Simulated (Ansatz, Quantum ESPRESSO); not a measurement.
# CaMg (Pm-3m): zone-centre phonons, part 2 of 2

Wanted: the vibrations of CaMg (Pm-3m) at Γ, by two programs.

Quantum ESPRESSO 7.5; DFT LDA, scalar-relativistic, plane waves, JTH PAW pseudopotentials.

So far. Step 2 (A first look): No gap opens on this mesh, so smearing is kept; the start stands at -2.0 GPa. Step 4 (Ground state): The cell stands at 0.018 GPa, close enough for phonons. The relaxed cell has a = 3.856 Å (conventional setting).

### 5. Zone-centre response

At q = 0 one unit cell holds all displacements; symmetry groups them into irreducible representations that are solved one by one. With smeared occupations no response to a homogeneous field can be asked.

Input file ph.in:

```
phonons
&inputph
   prefix = 'x'
   outdir = './tmp'
   fildyn = 'g.dyn'
   tr2_ph = 1.0d-18
   alpha_mix(1) = 0.4
   nmix_ph = 8
/
0.000000000 0.000000000 0.000000000
```

Launch:

```bash
$ OMP_NUM_THREADS=1 mpirun -n 4 ph.x -nk 4 -in ph.in > ph.out
```

The program printed:

```text
[banners, grids, parts of the stress and lines that vanish by symmetry left out]
[banner, memory and clock lines left out]
Program PHONON v.7.5

     ./tmp/x.save/

     file Ca.upf: wavefunction(s)  4S 3P 0P 3D 0D renormalized
     file Mg.upf: wavefunction(s)  3P renormalized

     IMPORTANT: XC functional enforced from input :
     Exchange-correlation= PW
                           (   1   4   0   0   0   0   0)
     Any further DFT definition will be discarded
     Please, verify this is what you really want

     G-vector sticks info

     Reading collected, re-writing distributed wavefunctions in ./tmp/

     Number and degeneracy of irreps per q-point
       N         xq(1)         xq(2)         xq(3)   N irreps
       1   0.000000000   0.000000000   0.000000000       2
        3   3

     Calculation of q =    0.0000000   0.0000000   0.0000000

     phonons

     bravais-lattice index     =            1
     lattice parameter (alat)  =       7.2870  a.u.
     unit-cell volume          =     386.9373 (a.u.)^3
     number of atoms/cell      =            2
     number of atomic types    =            2
     kinetic-energy cut-off    =      50.0000  Ry
     charge density cut-off    =     250.0000  Ry
     convergence threshold     =      1.0E-18
     beta                      =       0.4000
     number of iterations used =            8
     Exchange-correlation= PW
                           (   1   4   0   0   0   0   0)

     celldm(1)=    7.28697  celldm(2)=    0.00000  celldm(3)=    0.00000
     celldm(4)=    0.00000  celldm(5)=    0.00000  celldm(6)=    0.00000

     crystal axes: (cart. coord. in units of alat)
               a(1) = (  1.0000  0.0000  0.0000 )
               a(2) = (  0.0000  1.0000  0.0000 )
               a(3) = (  0.0000  0.0000  1.0000 )

     reciprocal axes: (cart. coord. in units 2 pi/alat)
               b(1) = (  1.0000  0.0000  0.0000 )
               b(2) = (  0.0000  1.0000  0.0000 )
               b(3) = (  0.0000  0.0000  1.0000 )

     Atoms inside the unit cell:

     Cartesian axes

     site n.  atom      mass           positions (alat units)
        1  Ca     40.0780   tau(    1) = (    0.00000    0.00000    0.00000  )
        2  Mg     24.3050   tau(    2) = (    0.50000    0.50000    0.50000  )

     Computing dynamical matrix for
                    q = (   0.0000000   0.0000000   0.0000000 )

     49 Sym.Ops. (with q -> -q+G )

     G cutoff =  336.2591  (  25725 G-vectors)     FFT grid: ( 40, 40, 40)
     G cutoff =  269.0073  (  18613 G-vectors)  smooth grid: ( 36, 36, 36)

     number of k points=    35  Marzari-Vanderbilt smearing, width (Ry)=  0.0200
                       cart. coord. in units 2pi/alat
        k(    1) = (   0.0000000   0.0000000   0.0000000), wk =   0.0039062
        k(    2) = (   0.0000000   0.0000000   0.1250000), wk =   0.0234375
        k(    3) = (   0.0000000   0.0000000   0.2500000), wk =   0.0234375
        [... further k-points left out ...]

     PseudoPot. # 1 for Ca read from file:
     ./pseudo/Ca.upf
     Pseudo is Projector augmented-wave + core cor, Zval = 10.0
     Shape of augmentation charge: SINC**2
     Using radial grid of 1017 points,  6 beta functions with:
                l(1) =   0
                l(2) =   0
                l(3) =   1
                l(4) =   1
                l(5) =   2
                l(6) =   2
     Q(r) pseudized with 0 coefficients

     PseudoPot. # 2 for Mg read from file:
     ./pseudo/Mg.upf
     Pseudo is Projector augmented-wave + core cor, Zval = 10.0
     Shape of augmentation charge: SINC**2
     Using radial grid of  976 points,  4 beta functions with:
                l(1) =   0
                l(2) =   0
                l(3) =   1
                l(4) =   1
     Q(r) pseudized with 0 coefficients

     Mode symmetry, O_h (m-3m)  point group:

     Atomic displacements:
     There are    2 irreducible representations

     Representation     1      3 modes -  To be done

     Representation     2      3 modes -  To be done

     Alpha used in Ewald sum =   2.4000

     Representation #   1 modes #   1   2   3

     Self-consistent Calculation
      thresh= 1.000E-02 alpha_mix =  0.400 |ddv_scf|^2 =  1.314E-06
      thresh= 1.146E-04 alpha_mix =  0.400 |ddv_scf|^2 =  1.805E-07
      thresh= 4.249E-05 alpha_mix =  0.400 |ddv_scf|^2 =  1.063E-08
      thresh= 1.031E-05 alpha_mix =  0.400 |ddv_scf|^2 =  3.515E-10
      thresh= 1.875E-06 alpha_mix =  0.400 |ddv_scf|^2 =  5.347E-12
      thresh= 2.312E-07 alpha_mix =  0.400 |ddv_scf|^2 =  6.456E-13
      thresh= 8.035E-08 alpha_mix =  0.400 |ddv_scf|^2 =  3.591E-15
      thresh= 5.993E-09 alpha_mix =  0.400 |ddv_scf|^2 =  1.171E-17
      thresh= 3.421E-10 alpha_mix =  0.400 |ddv_scf|^2 =  1.746E-18
      thresh= 1.321E-10 alpha_mix =  0.400 |ddv_scf|^2 =  8.490E-22

     End of self-consistent calculation

     Convergence has been achieved

     Representation #   2 modes #   4   5   6

     Self-consistent Calculation
      thresh= 1.000E-02 alpha_mix =  0.400 |ddv_scf|^2 =  1.352E-06
      thresh= 1.163E-04 alpha_mix =  0.400 |ddv_scf|^2 =  4.064E-08
      thresh= 2.016E-05 alpha_mix =  0.400 |ddv_scf|^2 =  8.041E-10
      thresh= 2.836E-06 alpha_mix =  0.400 |ddv_scf|^2 =  1.378E-11
      thresh= 3.712E-07 alpha_mix =  0.400 |ddv_scf|^2 =  7.962E-13
      thresh= 8.923E-08 alpha_mix =  0.400 |ddv_scf|^2 =  5.464E-14
      thresh= 2.338E-08 alpha_mix =  0.400 |ddv_scf|^2 =  1.473E-16
      thresh= 1.214E-09 alpha_mix =  0.400 |ddv_scf|^2 =  3.291E-17
      thresh= 5.737E-10 alpha_mix =  0.400 |ddv_scf|^2 =  1.105E-19

     End of self-consistent calculation

     Convergence has been achieved

     Number of q in the star =    1
     List of q in the star:
          1   0.000000000   0.000000000   0.000000000

     Diagonalizing the dynamical matrix

     q = (    0.000000000   0.000000000   0.000000000 )

 **************************************************************************
     freq (    1) =       0.138835 [THz] =       4.631053 [cm-1]
     freq (    2) =       0.138835 [THz] =       4.631053 [cm-1]
     freq (    3) =       0.138835 [THz] =       4.631053 [cm-1]
     freq (    4) =       6.361082 [THz] =     212.182863 [cm-1]
     freq (    5) =       6.361082 [THz] =     212.182863 [cm-1]
     freq (    6) =       6.361082 [THz] =     212.182863 [cm-1]
 **************************************************************************

     Mode symmetry, O_h (m-3m)  point group:

     freq (   1-   3) =          4.6  [cm-1]   --> T_1u G_15  G_4- I
     freq (   4-   6) =        212.2  [cm-1]   --> T_1u G_15  G_4- I
```

Run time: 78 s. Hardware: 4 MPI ranks of Arm Neoverse V2, shared host.

Numbers from this step:

* largest acoustic frequency at the zone centre before the sum rule: 4.63 cm⁻¹
* highest optical zone-centre mode (no LO-TO term): 212.2 cm⁻¹
* lowest optical zone-centre mode: 212.2 cm⁻¹

The acoustic modes at Γ come out as far as 4.6 cm⁻¹ from zero, where they should vanish, a small numerical error.

### 6. Zone-centre analysis

A rigid shift of the crystal must cost nothing, but grids and finite bases break this; the acoustic sum rule is imposed before the matrix is diagonalised again.

Input file dynmat.in:

```
&input
   fildyn = 'g.dyn'
   asr = 'simple'
   fileig = 'dynmat.eig'
/
```

Launch:

```bash
$ dynmat.x -in dynmat.in > dynmat.out
```

The program printed:

```text
[banner, memory and clock lines left out]
Program DYNMAT v.7.5

     Reading Dynamical Matrix from file g.dyn
     ...Force constants read
     ...epsilon and Z* not read (not found on file)
     A direction for q was not specified:TO-LO splitting will be absent

     Polarizability (A^3 units)
     multiply by 1.000000 for Clausius-Mossotti correction
         0.000000    0.000000    0.000000
         0.000000    0.000000    0.000000
         0.000000    0.000000    0.000000

     IR activities are in (D/A)^2/amu units

# mode   [cm-1]    [THz]      IR
    1     -0.00   -0.0000    0.0000
    2     -0.00   -0.0000    0.0000
    3     -0.00   -0.0000    0.0000
    4    212.11    6.3588    0.0000
    5    212.11    6.3588    0.0000
    6    212.11    6.3588    0.0000
```

Wall time 0.49 s (1 thread).

Numbers from this step:

| Quantity | Value |
| --- | --- |
| highest optical zone-centre mode (no LO-TO term) | 212.1 cm⁻¹ |
| lowest optical zone-centre mode | 212.1 cm⁻¹ |

Unit eigenvectors of the mass-weighted matrix after the sum rule; no LO-TO term. Modes at Γ, with each element's share of the kinetic energy:

```
mode  frequency (cm⁻¹)  symmetry  Ca %  Mg %
   1               0.0  acoustic    62    38
   2               0.0  acoustic    62    38
   3               0.0  acoustic    62    38
   4             212.1       T1u    38    62
   5             212.1       T1u    38    62
   6             212.1       T1u    38    62
```

Displacements in mode 5 (212.1 cm⁻¹), the largest set to 1:
```
Ca1  0.00  0.00 -0.61
Mg2  0.00  0.00  1.00
```

The rule moves no optical mode by more than 0.1 cm⁻¹.

### 7. Sum rules set otherwise: a sum rule for molecules or wires on a crystal

This rule also removes rotations, which suits molecules and not a crystal; it is tried to see the harm.

Input file dynmat.in:

```
&input
   fildyn = 'g.dyn'
   asr = 'zero-dim'
   fileig = 'dynmat.eig'
/
```

Launch:

```bash
$ dynmat.x -in dynmat.in > dynmat.out
```

The program printed:

```text
[banner, memory and clock lines left out]
Program DYNMAT v.7.5

     Reading Dynamical Matrix from file g.dyn
     ...Force constants read
     ...epsilon and Z* not read (not found on file)
     Acoustic Sum Rule: || Z*(ASR) - Z*(orig)|| =    0.000000E+00
     Acoustic Sum Rule: ||dyn(ASR) - dyn(orig)||=    1.457900E-01
     A direction for q was not specified:TO-LO splitting will be absent

     Polarizability (A^3 units)
     multiply by 1.000000 for Clausius-Mossotti correction
         0.000000    0.000000    0.000000
         0.000000    0.000000    0.000000
         0.000000    0.000000    0.000000

     IR activities are in (D/A)^2/amu units

# mode   [cm-1]    [THz]      IR
    1     -0.00   -0.0000    0.0000
    2     -0.00   -0.0000    0.0000
    3     -0.00   -0.0000    0.0000
    4      0.00    0.0000    0.0000
    5      0.00    0.0000    0.0000
    6    212.16    6.3604    0.0000
```

Run time: 0.47 s. Hardware: 1 thread.

The run ended normally, but on settings that are not sound.

The fault: a sum rule for molecules or wires on a crystal; 2 optical modes are projected out to zero frequency, as if they were rotations.

For a crystal the rule has to be 'simple' or 'crystal'.

Zone-centre frequencies as printed; negative means imaginary. Modes:

```
mode  frequency (cm⁻¹)
   1                 0
   2                 0
   3                 0
   4                 0
   5                 0
   6             212.2
```

### 8. Sum rules set otherwise (asr no)

Without the rule the raw error of the acoustic modes shows.

Input file dynmat.in:

```
&input
   fildyn = 'g.dyn'
   asr = 'no'
   fileig = 'dynmat.eig'
/
```

Launch:

```bash
$ dynmat.x -in dynmat.in > dynmat.out
```

The program printed:

```text
[banner, memory and clock lines left out]
Program DYNMAT v.7.5

     Reading Dynamical Matrix from file g.dyn
     ...Force constants read
     ...epsilon and Z* not read (not found on file)
     A direction for q was not specified:TO-LO splitting will be absent

     Polarizability (A^3 units)
     multiply by 1.000000 for Clausius-Mossotti correction
         0.000000    0.000000    0.000000
         0.000000    0.000000    0.000000
         0.000000    0.000000    0.000000

     IR activities are in (D/A)^2/amu units

# mode   [cm-1]    [THz]      IR
    1      4.63    0.1388    0.0000
    2      4.63    0.1388    0.0000
    3      4.63    0.1388    0.0000
    4    212.18    6.3611    0.0000
    5    212.18    6.3611    0.0000
    6    212.18    6.3611    0.0000
```

It took 0.47 s on 1 thread.

Numbers from this step:

```yaml
highest_optical_zone_centre_mode_no_lo_to_term: 212.2 cm⁻¹
lowest_optical_zone_centre_mode: 212.2 cm⁻¹
```

Zone-centre frequencies as printed; negative means imaginary. Modes:

```
mode  frequency (cm⁻¹)
   1              4.63
   2              4.63
   3              4.63
   4             212.2
   5             212.2
   6             212.2
```

Against the first rule no mode moves by more than 4.7 cm⁻¹.

### 9. Cross-check with Ansatz

The same cell goes through another code, with its own cutoff. The potentials differ. Its k mesh is centred on Γ.

This step: DFT LDA, scalar-relativistic, plane waves, PseudoDojo norm-conserving pseudopotentials (Ansatz 0.2.0).

Input file input.yaml:

```yaml
crystal:
  lattice:
    - [3.8560975118, 0.0, 0.0]
    - [0.0, 3.8560975118, 0.0]
    - [0.0, 0.0, 3.8560975118]
  atoms:
    - { symbol: Ca, position: [0.0, 0.0, 0.0] }
    - { symbol: Mg, position: [0.5, 0.5, 0.5] }
kpoints:
  mp_grid: { grid: [8, 8, 8] }
hamiltonian:
  xc: lda
  pseudopotentials: { kind: nc, accuracy: standard }
scf:
  occupations: { method: cold, width: 0.27211 }
output:
  eigenvalues: true
phonons:
  method: dfpt
```

Launch:

```bash
$ ansatz run input.yaml --threads 4 --pin off --max-ram 8192MiB --backend cpu --events-out ev --progress --plain --runs-dir out
```

The program printed:

```text
Engine: ansatz 0.2.0, aarch64-unknown-linux-gnu
Pseudopotentials: kind: nc
Pseudopotential: Ca, nc, valence charge 10, recommended cutoff 979.609905 eV (normal), Ca.nc.azcp (PseudoDojo's, or run here from an input of PseudoDojo's; its table is named by hamiltonian.pseudopotentials.accuracy)
Pseudopotential: Mg, nc, valence charge 10, recommended cutoff 1142.878222 eV (normal), Mg.nc.azcp (PseudoDojo's, or run here from an input of PseudoDojo's; its table is named by hamiltonian.pseudopotentials.accuracy)
Functional definition: SPW92
  exchange = slater_x
  correlation = pw_c
Crystal: 2 atoms, lattice volume = 57.338 Å³
Basis set: ecut = 1142.878222 eV, 4945 PW (Γ), exchange–correlation on 90×90×90 points (8 copies of the dense FFT grid, shifted against one another)
Bands: 14, of which v1, the nominal top of the filled ones, is band 10 counted from 1 (9 counted from 0)
Symmetry: 48 space group operations
k-points: 75 of 512 (irreducible under 8 space group operations, time reversal used)
Non-local potential: Ca, projectors of the file, l = 0: 2, l = 1: 2, l = 2: 2
Non-local potential: Mg, projectors of the file, l = 0: 2, l = 1: 2
Initial density: superposition of atomic densities (chi_scale 0.1, normalization cell, long waves kept (reshape's long-wave potential 0.00 eV rms))
Initial wavefunctions: pseudopotential atomic-orbital guess
Functional: x = slater, c = lda
SCF iter   1: F=—  HF=-2665.837971 eV  |F-HF|=—  |Δ(HF+E_count)|=         —  Δρ=2.10e-2  dr2=4.25e-1  ethr=3.10e-3  ⟨swp⟩=7.1  Hψ=7331  notcnv=0
preconditioner: auto → none  [metal: Δε(μ)=0.053 eV  Ē_g=3.584 eV  σ=0.272 eV  W_gap=0.13  n_scr=6 (ndim 8)  ℏωp=9.8 eV  f_vac=0.000  D(μ)=2.34/eV (n_scr^D=18)  sad-step TF]
SCF iter   2: F=—  HF=-2665.725655 eV  |F-HF|=—  |Δ(HF+E_count)|=   1.12e-1  S|Δr|=    0.00e0  Δρ=1.15e-2  dr2=1.60e-1  ethr=2.13e-3  ⟨swp⟩=1.0  Hψ=1653  notcnv=0
SCF iter   3: F=—  HF=-2665.657048 eV  |F-HF|=—  |Δ(HF+E_count)|=   6.86e-2  S|Δr|=    0.00e0  Δρ=1.63e-3  dr2=7.47e-4  ethr=8.01e-4  ⟨swp⟩=2.3  Hψ=1499  notcnv=0
SCF iter   4: F=—  HF=-2665.657617 eV  |F-HF|=—  |Δ(HF+E_count)|=   5.70e-4  S|Δr|=    0.00e0  Δρ=5.44e-4  dr2=6.45e-5  ethr=3.73e-6  ⟨swp⟩=2.2  Hψ=1784  notcnv=0
SCF iter   5: F=—  HF=-2665.657606 eV  |F-HF|=—  |Δ(HF+E_count)|=   1.09e-5  S|Δr|=    0.00e0  Δρ=5.03e-5  dr2=9.30e-7  ethr=3.22e-7  ⟨swp⟩=2.0  Hψ=1783  notcnv=0
SCF iter   6: F=—  HF=-2665.657557 eV  |F-HF|=—  |Δ(HF+E_count)|=   4.93e-5  S|Δr|=    0.00e0  Δρ=2.48e-5  dr2=1.47e-7  ethr=4.65e-9  ⟨swp⟩=2.0  Hψ=1799  notcnv=0
SCF iter   7: F=—  HF=-2665.657557 eV  |F-HF|=—  |Δ(HF+E_count)|=   6.75e-8  S|Δr|=    0.00e0  Δρ=1.85e-6  dr2=2.17e-9  ethr=7.33e-10  ⟨swp⟩=2.0  Hψ=1814  notcnv=0
SCF iter   8: F=—  HF=-2665.657557 eV  |F-HF|=—  |Δ(HF+E_count)|=  9.27e-10  S|Δr|=    0.00e0  Δρ=1.93e-7  dr2=1.41e-11  ethr=1.08e-11  ⟨swp⟩=2.0  Hψ=1530  notcnv=0
SCF iter   9: F=-2665.657557 eV  HF=-2665.657557 eV  |F-HF|=4.55e-13  |Δ(HF+E_count)|=  1.82e-12  S|Δr|=    0.00e0  Δρ=2.69e-8  dr2=1.31e-13  ethr=1.00e-12  ⟨swp⟩=7.4  Hψ=5720  notcnv=0
SCF 1 converged in 9 iterations: F = -2665.657557 eV  dr2 = 1.31e-13
DFPT response loops at Γ: preconditioner auto → Kerker (q_TF=auto, 2.289 Å⁻¹) (partly filled bands, converged f_vac=0.000); β = 1.00, the filter's whole step (`scf.mixing.beta` (0.50) is not read by the response loops under this deck's `scf.mixing.preconditioner`; to damp them name `kerker` or `kerker_dos`, under which they read `scf.mixing.beta`, and type it under 1.00, their step now; both keys bind the ground state too); Broyden in place of MSR1
SCF converged after 9 iterations
Stability not checked: this state was not tested for a lower state beside it, because cold or Methfessel-Paxton smearing, or corrected tetrahedra, fill the levels in a way that the test cannot read (fill_not_monotonic; see scf.lower_state_search)
Free energy (F): -2665.657557 eV
Harris-Foulkes:  -2665.657557 eV  (|F-HF|=4.55e-13)
Internal energy: -2665.645881 eV  (E = F + TS)
E sigma→0 (E₀):  -2665.653665 eV
Entropy (-TS):   -0.011676 eV (-5.838 meV/atom)
Fermi energy:    5.778210 eV
--- Per-component energies (eV) ---
  E_band       = -512.297345
  E_kinetic    = 1280.397104
  E_local      = -2623.176202  (includes V_loc(G=0)·N_el)
  E_nonlocal   = -408.389976
  E_hartree    = 850.623287
  E_xc         = -406.118083
  E_vxc        = -462.374830  (∫ρ·V_xc dr)
  E_ewald      = -1358.982010
  E_smearing   = -0.011676  (= −TS)
  E_closure    = 0.000000  (closes the sum)
  Σ components = -2665.657557   (vs F -2665.657557, Δ=0.00e0)
--- Band table (eV; the first three rows and the last of 75) ---
  k-point 0: bands = [... 6 lower, -16.3925, -16.3925, 0.4319, 6.7008, 6.7008, 9.6959, 9.6959, 9.6959]
  k-point 1: bands = [... 6 lower, -16.3912, -16.3912, 0.6063, 6.4535, 6.7926, 9.1387, 9.1387, 9.7228]
  k-point 2: bands = [... 6 lower, -16.3882, -16.3882, 1.1169, 5.5687, 7.0401, 8.5757, 8.5757, 9.6714]
  k-point 74: bands = [... 6 lower, -16.4667, -16.4667, 5.3790, 5.3790, 5.3790, 7.3858, 8.7346, 8.7346]
--- Phonons (Γ-DFPT): 2 representative perturbations + reference, on 75 of 512 k-points (Σ response iterations 6) ---
  k mesh reduced under 8 symmetry operations, with k and −k counted as one. Each operation leaves every solved perturbation unchanged. A smaller set is not used because it would not reduce the number of displacements times k-points to solve
  ASR residual: 3.089e-5 → 0.000e0 eV/Å²; symmetrization residual: 4.483e-6 eV/Å²
  ASR residual per site (eV/Å²): 1.65e-5 3.09e-5
  Γ frequencies (cm⁻¹): 0.00 0.00 0.00 211.93 211.93 211.93
  non-analytic LO–TO correction: not included (Born effective charges unavailable; polar crystals: no LO–TO splitting at Γ)
```

Wall time 12 s (4 threads); peak memory 0.83 GiB; 47 s of CPU time.

This step gave:

```
sum-rule residual before enforcement             : 3.09e-5 eV/Å²
highest optical zone-centre mode (no LO-TO term) : 211.9 cm⁻¹
lowest optical zone-centre mode                  : 211.9 cm⁻¹
```

### 10. Side by side: QE JTH and Ansatz, PseudoDojo

Numbers from this step:

```yaml
root_mean_square_difference: 0.18 cm⁻¹
largest_difference: 0.18 cm⁻¹
```

Frequencies side by side, by row:

```
q (reciprocal lattice)  mode  QE JTH (cm⁻¹)  Ansatz, PseudoDojo (cm⁻¹)
                 0 0 0     1              0                          0
                 0 0 0     2              0                          0
                 0 0 0     3              0                          0
                 0 0 0     4          212.1                      211.9
                 0 0 0     5          212.1                      211.9
                 0 0 0     6          212.1                      211.9
```

At the zone centre the largest difference (acoustic modes at Γ apart) is 0.08 % of the highest mode.

### 11. What came out

| Quantity | Value |
| --- | --- |
| space group after relaxation | Pm-3m |
| volume per atom | 28.7 Å³ |
| highest optical zone-centre mode (no LO-TO term) | 212.1 cm⁻¹ |
| imaginary optical modes at the zone centre (no q mesh in this session) | none |
| largest difference from Ansatz, PseudoDojo | 0.18 cm⁻¹ |

At the LDA level the optical modes of CaMg (Pm-3m) at the zone centre lie at 212 cm⁻¹. QE JTH and Ansatz, PseudoDojo agree to 0.18 cm⁻¹ (0.08 % of the highest mode compared) on all solved modes but the acoustic ones at Γ, without the LO-TO term. These are harmonic frequencies at zero temperature: anharmonic shifts and linewidths and thermal expansion are left out. In a metal the frequencies hang on the k mesh and the smearing, most of all near Kohn anomalies. The structure comes from a database and need not be the phase that is stable at ambient conditions.

[Host names and launcher messages were left out of these logs when they were recorded.]

[Logs are printed without paths, hosts, clocks, repeated set-up lines and the standing remarks that a program may print on its own settings, such as how far it seeks lower states.]

[Hosts, paths, dates, database ids (printed as entryN), source tags and the programs' standing remarks are cut or masked in the printed files.]
